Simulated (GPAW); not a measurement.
# BaTiO3 (P4/mmm): refractive index against wavelength

The refractive index of BaTiO3 (P4/mmm) along x below the direct gap (1.91 eV on the mesh) is read from one computed spectrum, n = √(Re ε). x, y and z are the Cartesian axes of the input cell.

Symmetry: P4/mmm, No. 123, tetragonal system. The conventional cell has a = 4.000 Å, b = 4.000 Å, c = 4.018 Å, α = 90.00°, β = 90.00°, γ = 90.00°. Ba on site a has 12 O at 2.83 Å as nearest neighbours. Around Ti on site d lie 6 O at 2.00 to 2.01 Å. O on site e is surrounded by 2 Ti at 2.00 Å. O on site c is surrounded by 2 Ti at 2.01 Å.

Method: GPAW 26.7.0, PBE, RPA, k-mesh 8×8×8, local fields up to 50 eV, Lorentzian half width 0.15 eV.

Launch of the response step: `OMP_NUM_THREADS=1 python df.py`. The run took 4.9 min, its band step included, on 1 thread of Arm Neoverse V2, on a shared host.

```tsv
wavelength (nm)	photon energy E (eV)	n
3000	0.413	2.4853
2000	0.620	2.4958
1550	0.800	2.5090
1310	0.946	2.5228
1064	1.165	?
```

In the single-oscillator model n² − 1 = E₀E_d/(E₀² − E²), so 1/(n² − 1) = E₀/E_d − E²/(E₀E_d) is linear in E².

Working, on the rows shown:

| x = E² (eV²) | y = 1/(n² − 1) |
| --- | --- |
| 0.170801 | 0.193173 |
| 0.384302 | 0.191241 |
| 0.639837 | 0.188855 |
| 0.895757 | 0.18641 |

Means: x̄ = 0.52267, ȳ = 0.18992. Σ(x − x̄)(y − ȳ) = -0.002762, Σ(x − x̄)² = 0.2959. Slope = -0.002762 / 0.2959 = -0.009334; intercept = ȳ − slope · x̄ = 0.1948. Turned back into n, the line misses the rows shown by at most 0.00017.

Q: Fill in the last column of the withheld row.

A: At x = 1.3578 the line gives y = 0.18212, that is 2.5477. The run gave 2.5497, so the extrapolation is off by 0.002, 3 % of the range in the table.

Refitted with all rows, the slope is -0.009598 and the intercept 0.19491. These give E₀ = √(intercept/−slope) = 4.51 eV and E_d = E₀/intercept = 23.1 eV; E₀ is 2.4 times the direct gap. The electronic limit at long wavelengths, without lattice vibrations, is n = √(1 + 1/intercept) = 2.476. Excitons are left out; PBE gaps are as a rule too small. The values come from a sum over the points of one k-mesh and carry its error, which grows as the direct gap shrinks. This version of GPAW has incomplete matrix elements in the optical limit, which can lower ε − 1 by up to a tenth where first-row anions or d states rule. Spin-orbit coupling is left out.

[Logs are printed without paths, hosts, clocks, repeated set-up lines and the standing remarks that a program may print on its own settings, such as how far it seeks lower states.]
